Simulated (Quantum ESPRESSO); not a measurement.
# Mo (Im-3m): electron-phonon coupling

How strong is the electron-phonon coupling in Mo (Im-3m)?

Method: DFT LDA, scalar-relativistic, plane waves, PseudoDojo norm-conserving pseudopotentials, in Quantum ESPRESSO 7.5.

### Step 1. The structure

It takes space group Im-3m (No. 229, cubic). The conventional cell has a = 3.147 Å, b = 3.147 Å, c = 3.147 Å, α = 90.00°, β = 90.00°, γ = 90.00°. Mo has 8 Mo at 2.73 Å nearest.

### Step 2. A first look

Before anything dear is run, a loose run with smearing shows whether this is a metal and how far the cell is from rest.

File probe.in:

```
&control
   calculation = 'scf'
   prefix = 'x'
   outdir = './tmp'
   pseudo_dir = './pseudo'
   tprnfor = .true.
   tstress = .true.
   verbosity = 'high'
/
&system
   ibrav = 0
   nat = 1
   ntyp = 1
   ecutwfc = 80.0
   occupations = 'smearing'
   smearing = 'gaussian'
   degauss = 0.01
/
&electrons
   conv_thr = 1.0d-07
   mixing_beta = 0.7
   electron_maxstep = 100
/
ATOMIC_SPECIES
 Mo     95.9500  Mo.upf
CELL_PARAMETERS angstrom
    -1.573415000    1.573415000    1.573415000
     1.573415000   -1.573415000    1.573415000
     1.573415000    1.573415000   -1.573415000
ATOMIC_POSITIONS crystal
 Mo     0.000000000   0.000000000   0.000000000
K_POINTS automatic
 8 8 8 0 0 0
```

The run is started by

```sh
OMP_NUM_THREADS=1 mpirun -n 4 pw.x -nk 4 -in probe.in > probe.out
```

Output:

```text
[banners, grids, parts of the stress and lines that vanish by symmetry left out]
Program PWSCF v.7.5
     Message from routine setup:
     using ibrav=0 with symmetry is DISCOURAGED, use correct ibrav instead
[...]
kinetic-energy cutoff     =      80.0000  Ry
     charge density cutoff     =     320.0000  Ry
     scf convergence threshold =      1.0E-07
[...]
Exchange-correlation= SLA  PW   NOGX NOGC
                           (   1   4   0   0   0   0   0)
[...]
48 Sym. Ops., with inversion, found
[...]
(     0          1          0      )
                  (     0          0          1      )
[...]
(  0.0000000  1.0000000 -0.0000000 )
                  ( -0.0000000 -0.0000000  1.0000000 )
[...]
(     1          0          0      )
                  (    -1         -1         -1      )
[...]
(  1.0000000 -0.0000000  0.0000000 )
                  ( -0.0000000 -1.0000000 -0.0000000 )
[...]
(    -1          0          0      )
                  (     0          0         -1      )
[...]
( -1.0000000 -0.0000000  0.0000000 )
                  (  0.0000000  1.0000000 -0.0000000 )
[...]
number of k points=    29  Gaussian smearing, width (Ry)=  0.0100
[...]
End of self-consistent calculation
[...]
the Fermi energy is    21.0569 ev
!    total energy              =    -140.73736424 Ry
[...]
convergence has been achieved in   6 iterations
[...]
atom    1 type  1   force =     0.00000000    0.00000000    0.00000000
[...]
Total force =     0.000000     Total SCF correction =     0.000000
[...]
total   stress  (Ry/bohr**3)                   (kbar)     P=      -83.04
[...]
XML data file, charge density, pseudopotentials, collected wavefunctions

   JOB DONE.
```

Elapsed: 2 s, on 4 MPI ranks of Arm Neoverse V1, shared host; 7.5 s of CPU time.

Numbers from this step:

| Property | Result |
| --- | --- |
| volume per atom | 15.58 Å³ |
| pressure | -8.304 GPa |
| gap on the k-mesh | 0 eV |

No gap opens on this mesh, so smearing is kept; the start stands at -8.3 GPa.

### Step 3. Relaxation

The relaxation runs at a cutoff a fifth above that of the response, since stress converges more slowly with the basis than frequencies do. Forces and stress are brought to rest with tight thresholds.

File relax.in:

```
&control
   calculation = 'vc-relax'
   prefix = 'x'
   outdir = './tmp'
   pseudo_dir = './pseudo'
   tprnfor = .true.
   tstress = .true.
   forc_conv_thr = 2.0d-05
   etot_conv_thr = 1.0d-07
   nstep = 40
/
&system
   ibrav = 0
   nat = 1
   ntyp = 1
   ecutwfc = 96
   occupations = 'smearing'
   smearing = 'mv'
   degauss = 0.02
/
&electrons
   conv_thr = 1.0d-11
   mixing_beta = 0.7
   electron_maxstep = 100
/
&ions
/
&cell
   press_conv_thr = 0.2
/
ATOMIC_SPECIES
 Mo     95.9500  Mo.upf
CELL_PARAMETERS angstrom
    -1.573415000    1.573415000    1.573415000
     1.573415000   -1.573415000    1.573415000
     1.573415000    1.573415000   -1.573415000
ATOMIC_POSITIONS crystal
 Mo     0.000000000   0.000000000   0.000000000
K_POINTS automatic
 16 16 16 0 0 0
```

The run is started by

```sh
OMP_NUM_THREADS=1 mpirun -n 4 pw.x -nk 4 -in relax.in > relax.out
```

Output:

```text
[banners, grids, parts of the stress and lines that vanish by symmetry left out]
[banner, memory and clock lines left out]
Program PWSCF v.7.5

[...]
kinetic-energy cutoff     =      96.0000  Ry
     charge density cutoff     =     384.0000  Ry
     scf convergence threshold =      1.0E-11
[...]
energy convergence thresh.=      1.0E-07
     force convergence thresh. =      2.0E-05
     press convergence thresh. =      2.0E-01
     Exchange-correlation= SLA  PW   NOGX NOGC
                           (   1   4   0   0   0   0   0)
[...]
48 Sym. Ops., with inversion, found
[...]
number of k points=   145  Marzari-Vanderbilt smearing, width (Ry)=  0.0200
[...]
End of self-consistent calculation
[...]
the Fermi energy is    21.1713 ev
!    total energy              =    -140.73917795 Ry
[...]
convergence has been achieved in   9 iterations
[...]
atom    1 type  1   force =     0.00000000    0.00000000    0.00000000
     Total force =     0.000000     Total SCF correction =     0.000000
[...]
total   stress  (Ry/bohr**3)                   (kbar)     P=      -89.83
[...]
number of bfgs steps    =   0
[...]
CELL_PARAMETERS (angstrom)
[...]
ATOMIC_POSITIONS (crystal)
Mo               0.0000000000        0.0000000000        0.0000000000
[...]
New effective cutoffs (rho, wfc):  393.74   98.98
[...]
End of self-consistent calculation
[...]
the Fermi energy is    22.3582 ev
!    total energy              =    -140.74007532 Ry
[...]
convergence has been achieved in   7 iterations
[...]
atom    1 type  1   force =     0.00000000    0.00000000    0.00000000
     Total force =     0.000000     Total SCF correction =     0.000000
[...]
total   stress  (Ry/bohr**3)                   (kbar)     P=       39.37
[...]
number of bfgs steps    =   1
[...]
CELL_PARAMETERS (angstrom)
[...]
ATOMIC_POSITIONS (crystal)
Mo               0.0000000000        0.0000000000        0.0000000000
[...]
New effective cutoffs (rho, wfc):  390.12   98.07
[...]
End of self-consistent calculation
[...]
the Fermi energy is    21.9973 ev
!    total energy              =    -140.74025039 Ry
[...]
convergence has been achieved in   7 iterations
[...]
atom    1 type  1   force =     0.00000000    0.00000000    0.00000000
     Total force =     0.000000     Total SCF correction =     0.000000
[...]
total   stress  (Ry/bohr**3)                   (kbar)     P=       -2.05
[...]
number of bfgs steps    =   2
[...]
CELL_PARAMETERS (angstrom)
[...]
ATOMIC_POSITIONS (crystal)
Mo               0.0000000000        0.0000000000        0.0000000000
[...]
New effective cutoffs (rho, wfc):  390.30   98.12
[...]
End of self-consistent calculation
[...]
the Fermi energy is    22.0152 ev
!    total energy              =    -140.74025089 Ry
[...]
convergence has been achieved in   6 iterations
[...]
atom    1 type  1   force =     0.00000000    0.00000000    0.00000000
     Total force =     0.000000     Total SCF correction =     0.000000
[...]
total   stress  (Ry/bohr**3)                   (kbar)     P=       -0.04
[...]
number of bfgs steps    =   3
[...]
small trust_radius: resetting bfgs history
[...]
CELL_PARAMETERS (angstrom)
[...]
ATOMIC_POSITIONS (crystal)
Mo               0.0000000000        0.0000000000        0.0000000000
[...]
New effective cutoffs (rho, wfc):  390.30   98.12
[...]
End of self-consistent calculation
[...]
the Fermi energy is    22.0157 ev
!    total energy              =    -140.74025089 Ry
[...]
convergence has been achieved in   3 iterations
[...]
atom    1 type  1   force =     0.00000000    0.00000000    0.00000000
     Total force =     0.000000     Total SCF correction =     0.000000
[...]
total   stress  (Ry/bohr**3)                   (kbar)     P=        0.02
[...]
bfgs converged in   5 scf cycles and   4 bfgs steps
[...]
End of BFGS Geometry Optimization
     Final enthalpy           =    -140.7402508892 Ry
     File ./tmp/x.bfgs deleted, as requested
[...]
CELL_PARAMETERS (angstrom)
[...]
ATOMIC_POSITIONS (crystal)
Mo               0.0000000000        0.0000000000        0.0000000000
[...]
Final scf calculation at the relaxed structure.
[...]
kinetic-energy cutoff     =      96.0000  Ry
     charge density cutoff     =     384.0000  Ry
     scf convergence threshold =      1.0E-13
[...]
press convergence thresh. =      2.0E-01
     Exchange-correlation= SLA  PW   NOGX NOGC
                           (   1   4   0   0   0   0   0)
[...]
48 Sym. Ops., with inversion, found
[...]
number of k points=   145  Marzari-Vanderbilt smearing, width (Ry)=  0.0200
[...]
c_bands:  1 eigenvalues not converged
[...]
End of self-consistent calculation
[...]
the Fermi energy is    22.0157 ev
!    total energy              =    -140.74024598 Ry
[...]
convergence has been achieved in   9 iterations
[...]
atom    1 type  1   force =     0.00000000    0.00000000    0.00000000
     Total force =     0.000000     Total SCF correction =     0.000000
[...]
total   stress  (Ry/bohr**3)                   (kbar)     P=        0.02
[...]
XML data file, charge density, pseudopotentials, collected wavefunctions
```

The job ended after 53 s (4 MPI ranks).

The steps of the relaxation:

```csv
step,energy less that of the first step (eV),largest force (eV/Å),pressure (GPa),volume (Å³)
1,0.0000,0.0000,-8.98,15.58
2,-0.0122,0.0000,3.94,14.88
3,-0.0146,0.0000,-0.20,15.09
4,-0.0146,0.0000,0.00,15.07
5,-0.0146,0.0000,0.00,15.07
6,-0.0145,0.0000,0.00,15.07
```

```csv
"conventional cell, symmetrised",before,after,change
a (Å),3.147,3.112,-1.1 %
b (Å),3.147,3.112,-1.1 %
c (Å),3.147,3.112,-1.1 %
volume (Å³/atom),15.58,15.07,-3.2 %
```

Final coordinates:

```xyz
1
Lattice="-1.5562 1.5562 1.5562 1.5562 -1.5562 1.5562 1.5562 1.5562 -1.5562" Properties=species:S:1:pos:R:3 pbc="T T T"
Mo    0.0000    0.0000    0.0000
```

The last row of the table of steps is pw.x's closing run on a basis chosen anew for the final cell, so its energy can jump.

Numbers from this step:

```
volume per atom : 15.07 Å³
pressure        : 0.002 GPa
```

The volume changes by -3.2 % from the cell with which this run began.

### Step 4. Self-consistent run for the response

Perturbation theory inherits every error of the wavefunctions, so the threshold is set near the limit of the arithmetic. Smearing stays on, as the first look found no gap above 0.3 eV.

File scf.in:

```
&control
   calculation = 'scf'
   prefix = 'x'
   outdir = './tmp'
   pseudo_dir = './pseudo'
   tprnfor = .true.
   tstress = .true.
/
&system
   ibrav = 0
   nat = 1
   ntyp = 1
   ecutwfc = 80.0
   occupations = 'smearing'
   smearing = 'mv'
   degauss = 0.02
/
&electrons
   conv_thr = 1.0d-12
   mixing_beta = 0.7
   electron_maxstep = 100
/
ATOMIC_SPECIES
 Mo     95.9500  Mo.upf
CELL_PARAMETERS angstrom
    -1.556188986    1.556188986    1.556188986
     1.556188986   -1.556188986    1.556188986
     1.556188986    1.556188986   -1.556188986
ATOMIC_POSITIONS crystal
 Mo     0.000000000   0.000000000   0.000000000
K_POINTS automatic
 16 16 16 0 0 0
```

The run is started by

```sh
OMP_NUM_THREADS=1 mpirun -n 4 pw.x -nk 4 -in scf.in > scf.out
```

Output:

```text
[banners, grids, parts of the stress and lines that vanish by symmetry left out]
[banner, memory and clock lines left out]
Program PWSCF v.7.5

[...]
kinetic-energy cutoff     =      80.0000  Ry
     charge density cutoff     =     320.0000  Ry
     scf convergence threshold =      1.0E-12
[...]
Exchange-correlation= SLA  PW   NOGX NOGC
                           (   1   4   0   0   0   0   0)
[...]
48 Sym. Ops., with inversion, found
[...]
number of k points=   145  Marzari-Vanderbilt smearing, width (Ry)=  0.0200
[...]
End of self-consistent calculation
[...]
the Fermi energy is    22.0157 ev
!    total energy              =    -140.74021439 Ry
[...]
convergence has been achieved in   9 iterations
[...]
atom    1 type  1   force =     0.00000000    0.00000000    0.00000000
     Total force =     0.000000     Total SCF correction =     0.000000
[...]
total   stress  (Ry/bohr**3)                   (kbar)     P=       -0.20
[...]
XML data file, charge density, pseudopotentials, collected wavefunctions
```

Wall time 8.4 s (4 MPI ranks).

This step gave:

| Property | Result |
| --- | --- |
| pressure | -0.02 GPa |

The cell stands at -0.02 GPa, close enough for phonons.

### Step 5. Levels on a dense mesh

The coupling is a sum over pairs of states at the Fermi level and needs a much denser mesh than the density does.

scf_fit.in, as its differences from scf.in of step 4:

```diff
@@ -16,5 +16,6 @@
    degauss = 0.02
+   la2F = .true.
 /
 &electrons
-   conv_thr = 1.0d-12
+   conv_thr = 1.0d-10
    mixing_beta = 0.7
@@ -31,2 +32,2 @@
 K_POINTS automatic
- 16 16 16 0 0 0
+ 32 32 32 0 0 0
```

The run is started by

```sh
OMP_NUM_THREADS=1 mpirun -n 4 pw.x -nk 4 -in scf_fit.in > scf_fit.out
```

Output:

```text
[banners, grids, parts of the stress and lines that vanish by symmetry left out]
[banner, memory and clock lines left out]
Program PWSCF v.7.5

[...]
kinetic-energy cutoff     =      80.0000  Ry
     charge density cutoff     =     320.0000  Ry
     scf convergence threshold =      1.0E-10
[...]
Exchange-correlation= SLA  PW   NOGX NOGC
                           (   1   4   0   0   0   0   0)
[...]
48 Sym. Ops., with inversion, found
[...]
number of k points=   897  Marzari-Vanderbilt smearing, width (Ry)=  0.0200
[...]
End of self-consistent calculation
[...]
the Fermi energy is    22.0293 ev
!    total energy              =    -140.73987350 Ry
[...]
convergence has been achieved in   8 iterations
[...]
atom    1 type  1   force =     0.00000000    0.00000000    0.00000000
     Total force =     0.000000     Total SCF correction =     0.000000
[...]
total   stress  (Ry/bohr**3)                   (kbar)     P=        2.80
[...]
XML data file, charge density, pseudopotentials, collected wavefunctions
```

Wall time 43 s (4 MPI ranks); 2.9 min of CPU time.

Numbers from this step:

- pressure: 0.2800 GPa

### Step 6. Self-consistent run for the response

The run on the dense mesh left its levels for the electron-phonon sums; ph.x needs the ground state on the coarse mesh, so pw.x runs once more in the same folder.

scf.in is that of step 4.

The run is started by

```sh
OMP_NUM_THREADS=1 mpirun -n 4 pw.x -nk 4 -in scf.in > scf.out
```

Output:

```text
[banners, grids, parts of the stress and lines that vanish by symmetry left out]
[banner, memory and clock lines left out]
Program PWSCF v.7.5

[...]
kinetic-energy cutoff     =      80.0000  Ry
     charge density cutoff     =     320.0000  Ry
     scf convergence threshold =      1.0E-12
[...]
Exchange-correlation= SLA  PW   NOGX NOGC
                           (   1   4   0   0   0   0   0)
[...]
48 Sym. Ops., with inversion, found
[...]
number of k points=   145  Marzari-Vanderbilt smearing, width (Ry)=  0.0200
[...]
End of self-consistent calculation
[...]
the Fermi energy is    22.0157 ev
!    total energy              =    -140.74021439 Ry
[...]
convergence has been achieved in   9 iterations
[...]
atom    1 type  1   force =     0.00000000    0.00000000    0.00000000
     Total force =     0.000000     Total SCF correction =     0.000000
[...]
total   stress  (Ry/bohr**3)                   (kbar)     P=       -0.20
[...]
XML data file, charge density, pseudopotentials, collected wavefunctions
```

Wall time 8.4 s (4 MPI ranks).

Read from the output:

| Item | Value |
| --- | --- |
| pressure | -0.02 GPa |

[end of part 1 of 3]

[Host names and launcher messages were left out of these logs when they were recorded.]

[Logs are printed without paths, hosts, clocks, repeated set-up lines and the standing remarks that a program may print on its own settings, such as how far it seeks lower states.]

[Hosts, paths, dates, database ids (printed as entryN), source tags and the programs' standing remarks are cut or masked in the printed files.]
